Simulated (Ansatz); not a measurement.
# A hypothetical structure for Mg3NbBi, part 2 of 2

This structure for Mg3NbBi is made up. Its elements were placed in a known structure type with a cell scaled to their sizes. What cell does the guess relax to, and how far off was it?

Ansatz 0.2.0; DFT, PBE, plane-wave PAW, files of the set soft_1, scalar-relativistic, no spin, cell and ions relaxed at zero pressure; PAW set soft_1 (the session's first sound run).

So far: Starting point; Relaxing cell and atoms. The relaxed cell has a = 4.747, c = 6.127 Å (conventional setting).

## (3) Electronic structure of the relaxed cell

With the geometry fixed, one more self-consistent run, with a narrower smearing and the mesh shown in its input, gives the bands, and its pressure, and its forces where symmetry allows any, show how far the geometry depends on these settings.

This step: DFT, PBE, plane-wave PAW, files of the set soft_1, scalar-relativistic, no spin, bands and density of states at the relaxed cell; PAW set soft_1 (Ansatz 0.2.0).

input.yaml

```yaml
crystal:
  lattice:
    - [4.747056706, 0.0, 0.0]
    - [-2.373528353, 4.1110717006, 0.0]
    - [0.0, 0.0, 6.1273653541]
  atoms:
    - { symbol: Bi, position: [0.0, 0.0, 0.8285113874] }
    - { symbol: Nb, position: [0.3333333333, 0.6666666667, 0.0647732729] }
    - { symbol: Mg, position: [0.3333333333, 0.6666666667, 0.5511889836] }
    - { symbol: Mg, position: [0.0, 0.0, 0.3179668695] }
    - { symbol: Mg, position: [0.6666666667, 0.3333333333, 0.2415594867] }
kpoints:
  mp_grid: { grid: [8, 8, 6] }
  band_path:
    path:
      - [[0.0, 0.0, 0.0], [0.5, 0.0, 0.0], [0.33333333, 0.33333333, 0.0], [0.0, 0.0, 0.0], [0.0, 0.0, 0.5], [0.5, 0.0, 0.5], [0.33333333, 0.33333333, 0.5], [0.0, 0.0, 0.5]]
      - [[0.5, 0.0, 0.5], [0.5, 0.0, 0.0]]
      - [[0.33333333, 0.33333333, 0.0], [0.33333333, 0.33333333, 0.5]]
    npoints: 8
scf:
  occupations: { method: fermi_dirac, width: 0.03 }
  n_extra_bands: 9
hamiltonian:
  xc: pbe
  pseudopotentials: { kind: paw, azcp: { folder: soft_1 } }
output:
  forces: true
  stress: true
  write_bands: true
  dos: { projected: true }
  write_density: true
  write_potential: true
  elf: true
  volumetric_format: npy
```

Command:

```console
$ ansatz run input.yaml --threads 4 --pin off --max-ram 8192MiB --backend cpu --events-out ev --progress --plain --runs-dir out
```

Numbers of over 12 decimals in the logs are rounded to 6 here.

Output:

```text
[...]
Crystal: 5 atoms, lattice volume = 119.579 Å³
Basis set: ecut = 420 eV, 2295 PW (Γ), exchange–correlation on 64×64×90 points (8 copies of the dense FFT grid, shifted against one another)
Bands: 38, of which v1, the nominal top of the filled ones, is band 29 counted from 1 (28 counted from 0)
Symmetry: 6 space group operations
[...]
k-points: 50 of 384 (time reversal used)
[...]
SCF iter   1: F=—  HF=-22724.227169 eV  |F-HF|=—  |Δ(HF+E_count)|=         —  Δρ=4.89e-2  dr2=9.67e0  ethr=3.10e-3  ⟨swp⟩=7.0  Hψ=8879  notcnv=0
[...]
SCF iter  10: F=-22721.874069 eV  HF=-22721.874069 eV  |F-HF|=1.88e-8  |Δ(HF+E_count)|=   7.80e-8  Δρ=6.09e-6  dr2=6.38e-8  ethr=1.72e-10  ⟨swp⟩=15.5  Hψ=15160  notcnv=0
SCF 1 converged in 10 iterations: F = -22721.874069 eV  dr2 = 6.38e-8
[...]
NSCF: frozen V_eff on 75 k-points
SCF converged after 10 iterations
Free energy (F): -22721.874069 eV
[...]
Internal energy: -22721.868169 eV  (E = F + TS)
E sigma→0 (E₀):  -22721.871119 eV
Entropy (-TS):   -0.005900 eV (-1.180 meV/atom)
Fermi energy:    8.772683 eV
[...]
--- Forces (eV/Å), atoms counted from 1 ---
  atom   1  Bi    -0.00000000    -0.00000000    -0.04292356
  atom   2  Nb     0.00000000    -0.00000000     0.01771943
  atom   3  Mg     0.00000000    -0.00000000     0.00112189
  atom   4  Mg     0.00000000    -0.00000000     0.01128718
  atom   5  Mg     0.00000000     0.00000000     0.01281319
  max |Σ_I F_I| component: 1.81e-5 eV/Å
--- Stress (GPa, compression-positive) ---
       -0.111542       0.000000       0.000000
       -0.000000      -0.111542       0.000000
        0.000000       0.000000       0.158053
  P = ⅓ Tr σ = -0.0217 GPa (-0.217 kbar)
--- Band table (eV; the first three rows and the last of 50) ---
  k-point 0: bands = [... 25 lower, 6.6459, 8.5568, 8.5568, 8.9474, 9.7550, 9.7550, 10.2491, 12.0808, ... 5 higher]
  k-point 1: bands = [... 25 lower, 6.6700, 8.4783, 8.4783, 8.9882, 9.8362, 9.8362, 10.1325, 11.8170, ... 5 higher]
  k-point 2: bands = [... 25 lower, 6.7205, 8.3528, 8.3528, 8.8130, 9.8911, 9.8964, 9.8964, 11.8016, ... 5 higher]
  k-point 49: bands = [... 25 lower, 5.8719, 6.3174, 8.3574, 8.6010, 8.8686, 9.4204, 9.9103, 11.4017, ... 5 higher]
```

Elapsed: 15 s, on 4 threads of Arm Neoverse V1, shared host; peak memory 0.57 GiB; 58 s of CPU time.

Numbers from this step:

* free energy: -22721.8741 eV
* energy at zero smearing: -22721.8711 eV
* smearing term TS: 0.005900 eV
* Fermi energy: 8.773 eV
* pressure: -0.02168 GPa

bands.tsv at the labelled points (eV, zero at the Fermi level; the bands that come nearest the Fermi level along the path):

```
point  band 26  band 27  band 28  band 29  band 30  band 31  band 32  band 33
    Γ    -2.13    -0.22    -0.22     0.17     0.98     0.98     1.48     3.31
    M    -1.90    -1.53    -1.33    -0.75     0.11     0.31     0.94     2.03
    K    -2.57    -2.08    -0.87    -0.45    -0.35     0.78     1.42     1.64
    Γ    -2.13    -0.22    -0.22     0.17     0.98     0.98     1.48     3.31
    A    -1.57    -0.47    -0.47    -0.45     1.10     1.11     1.11     3.24
    L    -2.00    -1.36    -0.46    -0.12     0.24     0.36     1.06     2.31
    H    -3.06    -2.76    -0.39    -0.14     0.05     0.65     1.12     2.70
    A    -1.57    -0.47    -0.47    -0.45     1.10     1.11     1.11     3.24
    L    -2.00    -1.36    -0.46    -0.12     0.24     0.36     1.06     2.31
    M    -1.90    -1.53    -1.33    -0.75     0.11     0.31     0.94     2.03
    K    -2.57    -2.08    -0.87    -0.45    -0.35     0.78     1.42     1.64
    H    -3.06    -2.76    -0.39    -0.14     0.05     0.65     1.12     2.70
```

Counts of states for the cell as run, both spins, by energy window (eV from the Fermi level):

```csv
from,to,total
-8,-7,0.00
-7,-6,0.03
-6,-5,0.70
-5,-4,1.35
-4,-3,2.19
-3,-2,3.30
-2,-1,2.74
-1,0,3.71
0,1,3.69
1,2,2.67
2,3,2.23
3,4,3.30
```

A further 44.0 states lie below the table's range.

Valence density in the ac plane at fractional y = 0.667, with atoms of Nb and Mg within 0.2 Å of it. It is the smooth field of the valence electrons, not physical close to the nuclei.

Ten steps, logarithmic in the rise over the least value, from '0' (0 e/Å³) to '9' (22 e/Å³), each cell a mean:
```
01245542100000
00122221000000
00001100000000
00000000000000
00000000000000
00002200000000
00047730000000
00169960000000
00169950000000
00025520000000
00000000000000
00000000000000
00011110000000
00112211000000
01245542100000
01356653100000
01466663100000
01366663100000
```
Columns run along a (4.7 Å), rows up along c (6.1 Å). Atoms in or near the plane, at fractional coordinates: Nb at (0.33, 0.06), Mg at (0.33, 0.55).

ELF in the ac plane at fractional y = 0.667, with atoms of Nb and Mg within 0.2 Å of it. It is the smooth field of the valence electrons, not physical close to the nuclei.

Ten even steps from '_' (0.06) to '@' (0.74), each cell a mean:
```
--..--##%%%%##::::--++++++++
==--::::----::::--==++++++++
++==----::::----==++++++++++
++++++++++++++++++++++++++++
++++++==::::==++++++++++++++
====..__..____::============
--..__::----::__::--::::::::
::..__--....--__..::::::::::
==::__--::::--__::==--::::--
**++....::::....++**++====++
@@%%**..____::**%%%%##****##
@@@@%%++====**%%@@@@%%####%%
@@%%**--::::--**%%@@%%####%%
%%**--::::::::--**%%%%####%%
**----**%%%%**----**########
--::++@@##%%@@++::--**####**
::..**@@----@@**..::++****++
::..**@@####@@++..::==++++==
```
Columns run along a (4.7 Å), rows up along c (6.1 Å). Atoms in or near the plane, at fractional coordinates: Nb at (0.33, 0.06), Mg at (0.33, 0.55).

Electrostatic potential energy in the ac plane at fractional y = 0.667, with atoms of Nb and Mg within 0.2 Å of it. With pseudopotentials it is smooth inside the atoms' cores, unlike the true potential.

Values in eV, 18 rows by 14 columns, each cell a mean:
```
  9   6  -2 -20 -34 -33 -19  -1   7   9  10  10  10  10
 10   9   6   0  -6  -6   0   6   9  10   9   9   9   9
 10  10  10   8   6   6   8  10  10  10   9   8   8   9
 10  11  10   9   9   9  10  11  11  10   9   8   8   9
 10  10   9   7   6   6   7   9  10  10  10   9   9  10
 10   9   6   0  -9  -8   0   6   9  10  10  10  10  10
 10   7   1 -22 -49 -48 -21   2   7  10  11  11  11  11
  9   6  -5 -46 -62 -62 -44  -2   6  10  11  11  11  11
 10   6  -3 -38 -61 -60 -36  -1   7  10  11  11  11  11
 10   8   4 -11 -32 -30 -10   4   8  10  10  10  10  10
 10  10   8   5   1   1   5   8  10  10  10   9   9  10
 10  11  10   9   8   8   9  11  11  10   9   8   8   9
 10  11  10   8   7   7   8  10  11  10   9   7   7   9
 10  10   7   2  -3  -3   2   7  10  10   9   8   8   9
  9   7  -1 -19 -32 -31 -18   0   7   9   9   9   9  10
  9   3 -14 -42 -57 -56 -41 -12   4   9  10  10  10  10
  8   1 -21 -51 -62 -62 -50 -18   2   9  11  11  11  11
  9   3 -16 -44 -59 -58 -43 -13   3   9  11  11  11  11
```
Columns run along a (4.7 Å; values clipped at the 3rd and 97th percentile), rows up along c (6.1 Å). Atoms in or near the plane, at fractional coordinates: Nb at (0.33, 0.06), Mg at (0.33, 0.55).

## (4) What came out

```json
{"space group, relaxed": "P3m1", "conventional cell": "a = 4.747, b = 4.747, c = 6.127 Å; α = 90.0°, β = 90.0°, γ = 120.0°", "volume per atom": "23.92 Å³ (guess 24.96)"}
```

In words: Mg3NbBi relaxes to P3m1 with a = 4.747, b = 4.747 and c = 6.127 Å. The guessed volume was 4 % too large. The space group P3m1 was held in the relaxation, so the end point is a stationary structure within it and may be a saddle against distortions or other arrangements. Bands cross the Fermi level, so it is a metal or semimetal at this level. On the 8×8×6 mesh with the narrower smearing (relaxed on 7×7×4) the largest force component is 0.043 eV/Å and the largest stress component is 0.158 GPa, against the relaxation's thresholds of 0.015 eV/Å and 0.05 GPa. The cutoff wasn't tested. A vector of the cell changed its length by 12 %, more than the volume shows. Spin-orbit coupling is left out, which can matter for elements this heavy. No dispersion term is used, so weakly bound directions may come out too long. The runs have no spin, and magnetism wasn't tested. Nothing here tests whether the compound is stable against decomposition.

[Logs are printed without paths, hosts, clocks, repeated set-up lines and the standing remarks that a program may print on its own settings, such as how far it seeks lower states.]

[Hosts, paths, dates, database ids (printed as entryN), source tags and the programs' standing remarks are cut or masked in the printed files.]
